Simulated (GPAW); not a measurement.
## MgS (F-43m): G0W0 with GPAW, start to end

Wanted: ground state, empty states, screening and self-energy for MgS (F-43m).

Calculated with GPAW 26.7.0; LDA and many-body steps on it, plane waves.

This is a report of a sequence of runs, with most program output left out.

## 1. Set-up

It takes space group F-43m (No. 216, cubic). The conventional cell has a = 5.666 Å, b = 5.666 Å, c = 5.666 Å, α = 90.00°, β = 90.00°, γ = 90.00°. Nearest to Mg lie 4 S at 2.45 Å. Nearest to S lie 4 Mg at 2.45 Å. Farther neighbours and most contacts between anions are not listed.

Structure file:

```cif
data_structure
_symmetry_space_group_name_H-M 'F-43m'
_symmetry_Int_Tables_number 216
_cell_length_a 5.6662
_cell_length_b 5.6662
_cell_length_c 5.6662
_cell_angle_alpha 90.000
_cell_angle_beta 90.000
_cell_angle_gamma 90.000
_cell_volume 181.92
loop_
_atom_site_label
_atom_site_type_symbol
_atom_site_symmetry_multiplicity
_atom_site_Wyckoff_symbol
_atom_site_fract_x
_atom_site_fract_y
_atom_site_fract_z
_atom_site_occupancy
Mg1 Mg 4 a 0.00000 0.00000 0.00000 1
S1 S 4 c 0.25000 0.25000 0.25000 1
```

The cell and positions are those that the Materials Project relaxed with its own functionals (PBE, PBE+U or r2SCAN), kept fixed. This is not the form that MgS usually takes at ambient conditions.

## 2. Ground state

This step: GPAW 26.7.0; DFT, LDA, plane waves, PAW.

The ground-state density comes first.

Input file run.py:

```python
import json
import numpy as np
from gpaw.mpi import world
from ase import Atoms
from gpaw import GPAW, PW, FermiDirac

atoms = Atoms(['Mg', 'S'],
    cell=[[0.0000000000, 2.8331200468, 2.8331200468],
      [2.8331200468, 0.0000000000, 2.8331200468],
      [2.8331200468, 2.8331200468, 0.0000000000]],
    scaled_positions=[[0.0000000000, 0.0000000000, 0.0000000000],
      [0.7500000000, 0.7500000000, 0.7500000000]],
    pbc=(True, True, True))
calc = GPAW(mode=PW(450),
    xc='LDA',
    kpts={'size': (8, 8, 8), 'gamma': True},
    occupations=FermiDirac(0.001),
    nbands=-7,
    convergence={'density': 1e-6, 'bands': -3},
    maxiter=100,
    txt='gs.txt')
atoms.calc = calc
res = {'energy': atoms.get_potential_energy()}
kpts = calc.get_ibz_k_points()
res['kpts'] = kpts
res['eigenvalues'] = [calc.get_eigenvalues(kpt=k) for k in range(len(kpts))]
res['n_electrons'] = calc.get_number_of_electrons()
calc.write('gs.gpw')

if world.rank == 0:
    with open('result.json', 'w') as f:
        json.dump(res, f, default=lambda x: x.tolist())
```

Run with:

```console
> mpirun -n 4 gpaw python run.py
```

The job ended after 3.4 s (4 MPI ranks of Arm Neoverse V2, shared host; peak memory 0.59 GiB; 13 s of CPU time).

Numbers from this step:

```yaml
total_energy: -9.410 eV
gap: 3.176 eV
k_of_the_valence_top: 0, 0, 0
k_of_the_conduction_bottom: 0, 0, 0
least_direct_gap: 3.176 eV
```

The gap is direct, at Γ.

## 3. Bands along the symmetry lines

Levels along a band path, at the cheap level, show where the edges lie and whether the meshes to come will hold them.

Input file run.py:

```python
import json
import numpy as np
from gpaw.mpi import world
from gpaw import GPAW

path = [[0.000000, 0.000000, 0.000000],
    [-0.062500, -0.062500, 0.000000],
    [-0.125000, -0.125000, 0.000000],
    [-0.187500, -0.187500, 0.000000],
    [-0.250000, -0.250000, 0.000000],
    [-0.312500, -0.312500, 0.000000],
    [-0.375000, -0.375000, 0.000000],
    [-0.437500, -0.437500, 0.000000],
    [-0.500000, -0.500000, 0.000000],
    [-0.484375, -0.484375, 0.031250],
    [-0.468750, -0.468750, 0.062500],
    [-0.453125, -0.453125, 0.093750],
    [-0.437500, -0.437500, 0.125000],
    [-0.421875, -0.421875, 0.156250],
    [-0.406250, -0.406250, 0.187500],
    [-0.390625, -0.390625, 0.218750],
    [-0.375000, -0.375000, 0.250000],
    [-0.375000, 0.000000, 0.375000],
    [-0.328125, 0.000000, 0.328125],
    [-0.281250, 0.000000, 0.281250],
    [-0.234375, 0.000000, 0.234375],
    [-0.187500, 0.000000, 0.187500],
    [-0.140625, 0.000000, 0.140625],
    [-0.093750, 0.000000, 0.093750],
    [-0.046875, 0.000000, 0.046875],
    [0.000000, 0.000000, 0.000000],
    [0.000000, 0.000000, 0.062500],
    [0.000000, 0.000000, 0.125000],
    [0.000000, 0.000000, 0.187500],
    [0.000000, 0.000000, 0.250000],
    [0.000000, 0.000000, 0.312500],
    [0.000000, 0.000000, 0.375000],
    [0.000000, 0.000000, 0.437500],
    [0.000000, 0.000000, 0.500000],
    [-0.062500, -0.031250, 0.468750],
    [-0.125000, -0.062500, 0.437500],
    [-0.187500, -0.093750, 0.406250],
    [-0.250000, -0.125000, 0.375000],
    [-0.312500, -0.156250, 0.343750],
    [-0.375000, -0.187500, 0.312500],
    [-0.437500, -0.218750, 0.281250],
    [-0.500000, -0.250000, 0.250000],
    [-0.500000, -0.281250, 0.218750],
    [-0.500000, -0.312500, 0.187500],
    [-0.500000, -0.343750, 0.156250],
    [-0.500000, -0.375000, 0.125000],
    [-0.500000, -0.406250, 0.093750],
    [-0.500000, -0.437500, 0.062500],
    [-0.500000, -0.468750, 0.031250],
    [-0.500000, -0.500000, 0.000000]]
calc = GPAW('gs.gpw').fixed_density(kpts=path,
    symmetry='off',
    nbands=18,
    convergence={'bands': 14},
    txt='bands.txt')
res = {}
kpts = calc.get_ibz_k_points()
res['kpts'] = kpts
res['eigenvalues'] = [calc.get_eigenvalues(kpt=k) for k in range(len(kpts))]
res['n_electrons'] = calc.get_number_of_electrons()

if world.rank == 0:
    with open('result.json', 'w') as f:
        json.dump(res, f, default=lambda x: x.tolist())
```

Run with:

```console
> mpirun -n 4 gpaw python run.py
```

Run time: 4.3 s. Hardware: 4 MPI ranks; peak memory 0.63 GiB.

This step gave:

| Property | Result |
| --- | --- |
| gap | 3.176 eV |
| k of the valence top | 0, 0, 0 |
| k of the conduction bottom | 0, 0, 0 |
| least direct gap | 3.176 eV |

The gap is 3.176 eV, as in the run before at this level.

Electronic bands along the path, in eV, zero at the top of the highest filled band; v1 is the highest filled band, c1 the lowest empty one:

```csv
point,v4,v3,v2,v1,c1,c2,c3,c4
Γ,-11.24,0.00,0.00,0.00,3.18,7.74,7.74,7.74
halfway,-10.82,-1.80,-0.58,-0.58,4.94,6.30,8.19,9.26
X,-10.32,-2.88,-1.05,-1.05,3.66,5.42,10.87,12.00
halfway,-10.32,-2.78,-1.37,-0.99,3.99,5.81,10.33,11.13
U,-10.33,-2.54,-1.92,-0.83,4.62,6.77,9.34,9.95
jump to K,-10.33,-2.54,-1.92,-0.83,4.62,6.77,9.34,9.95
halfway,-10.79,-2.08,-0.88,-0.16,5.59,7.05,7.54,8.36
Γ,-11.24,0.00,0.00,0.00,3.18,7.74,7.74,7.74
halfway,-10.92,-1.91,-0.18,-0.18,4.72,7.57,7.96,7.96
L,-10.55,-3.20,-0.33,-0.33,4.86,7.44,7.44,8.36
halfway,-10.43,-2.84,-1.33,-0.66,5.85,6.26,8.52,8.66
W,-10.31,-2.35,-1.87,-1.36,5.34,7.72,7.97,8.30
halfway,-10.32,-2.69,-1.39,-1.22,4.35,6.14,9.80,9.95
X,-10.32,-2.88,-1.05,-1.05,3.66,5.42,10.87,12.00
```

## 4. Empty states on the mesh, 4×4×4 mesh, 418 bands

The sums over transitions need many empty states on a uniform mesh; this step solves for them.

Input file run.py:

```python
import json
import numpy as np
from gpaw.mpi import world
from gpaw import GPAW

calc = GPAW('gs.gpw').fixed_density(kpts={'size': (4, 4, 4), 'gamma': True},
    parallel={'domain': 1, 'band': 1},
    txt='nscf.txt')
calc.diagonalize_full_hamiltonian(nbands=418)
calc.write('full.gpw', mode='all')
res = {}
kpts = calc.get_ibz_k_points()
res['kpts'] = kpts
res['eigenvalues'] = [calc.get_eigenvalues(kpt=k) for k in range(len(kpts))]
res['n_electrons'] = calc.get_number_of_electrons()

if world.rank == 0:
    with open('result.json', 'w') as f:
        json.dump(res, f, default=lambda x: x.tolist())
```

Run with:

```console
> mpirun -n 4 gpaw python run.py
```

Run time: 4.8 s. Hardware: 4 MPI ranks; peak memory 0.94 GiB.

This step gave:

* gap: 3.176 eV
* k of the valence top: 0, 0, 0
* k of the conduction bottom: 0, 0, 0
* least direct gap: 3.176 eV
* k points computed: 8
* lowest point of the top converged band, above the valence top: 242.7077 eV

On this mesh the gap is 3.176 eV.

## 5. Screening and self-energy, 4×4×4 mesh, 189 bands, screening to 150 eV

Now the one-shot GW correction: screening in the RPA, then the self-energy of the levels asked for.

This step: G0W0 on LDA, plane waves, PAW.

Input file run.py:

```python
import json
import numpy as np
from gpaw.mpi import world
from gpaw.response.g0w0 import G0W0

gw = G0W0('full.gpw',
    filename='gw',
    kpts=[0],
    bands=(6, 10),
    ecut=150,
    nbands=189,
    integrate_gamma='WS',
    ppa=True)
gw.calculate()
res = {mode: {k: v for k, v in r.items() if k != 'sigma_eskwn'}
       for mode, r in gw.all_results.items()}

if world.rank == 0:
    with open('result.json', 'w') as f:
        json.dump(res, f, default=lambda x: x.tolist())
```

Run with:

```console
> mpirun -n 4 gpaw python run.py
```

The job ended after 23 s (4 MPI ranks; peak memory 1.1 GiB).

This step gave:

| Quantity | Value |
| --- | --- |
| G0W0 gap on the points computed | 4.923 eV |
| least direct G0W0 gap on the computed points | 4.923 eV |
| Z at the valence top | 0.7822 |
| Z at the conduction bottom | 0.8198 |
| starting gap on the mesh | 3.176 eV |
| k of the valence top | 0, 0, 0 |
| k of the conduction bottom | 0, 0, 0 |

The gap on the mesh goes from 3.18 eV to 4.92 eV, a correction of +1.75 eV.

Limits: finite bands, cutoff and mesh; coarse k mesh. v1 is the top filled band, c1 the lowest empty one. Levels before and after the correction, in eV, zero at the valence-band top of each column:

```csv
,conduction bottom,valence top
Kohn-Sham,3.18,0.00
G0W0,4.92,0.00
```

```csv
,level,energy (eV)
Kohn-Sham,Γ v2-v1,0.000
Kohn-Sham,Γ c1,3.176
Kohn-Sham,Γ c2,7.740
G0W0,Γ v2-v1,0.000
G0W0,Γ c1,4.923
G0W0,Γ c2,9.834
```

## 6. Where the time went

Times are wall times on 4 MPI ranks of Arm Neoverse V2, shared host, good to a factor of about two.

```csv
step,time,share,memory (GiB)
ground state,3.4 s,10 %,0.59
bands along the symmetry lines,4.3 s,12 %,0.63
empty states on the mesh,4.8 s,14 %,0.94
screening and self-energy,23 s,65 %,1.1
```

## 7. Summary of results

```json
{
 "LDA gap": "3.18 eV, direct",
 "G0W0 gap on the mesh": "4.92 eV",
 "GW settings": "4×4×4 mesh, 189 bands, screening to 150 eV, Godby-Needs plasmon pole",
 "known limits": "not at the basis limit; coarse k mesh"
}
```

**Reading.** G0W0 moves the gap on the mesh from 3.18 eV to 4.92 eV (+1.75 eV), with Z of 0.78 and 0.82 at the edges. Only 1 of the mesh's irreducible points was corrected, so a valley elsewhere could overtake. The dearest step here is «screening and self-energy». Bands and cutoff are finite, so the gap is not at the basis limit. The miss can reach some tenths of an eV and take either sign; the mesh is an error of its own. These stock PAW sets were not made for GW. In the G0W0 run levels were corrected at 1 k point alone, so a gap called «on the mesh» is the least over those, and an edge elsewhere would be missed. The 4×4×4 mesh is coarse for this cell, which bears on the long-range parts of exchange and screening.

[Paths, hosts, dates, memory and timing lines, banners, echoed tables and standing remarks are left out of the program output.]

[Logs are printed without paths, hosts, clocks, repeated set-up lines and the standing remarks that a program may print on its own settings, such as how far it seeks lower states.]

[Runs of the session that timed out or met a known fault of the program may be left out.]

[Hosts, paths, dates, database ids (printed as entryN), source tags and the programs' standing remarks are cut or masked in the printed files.]
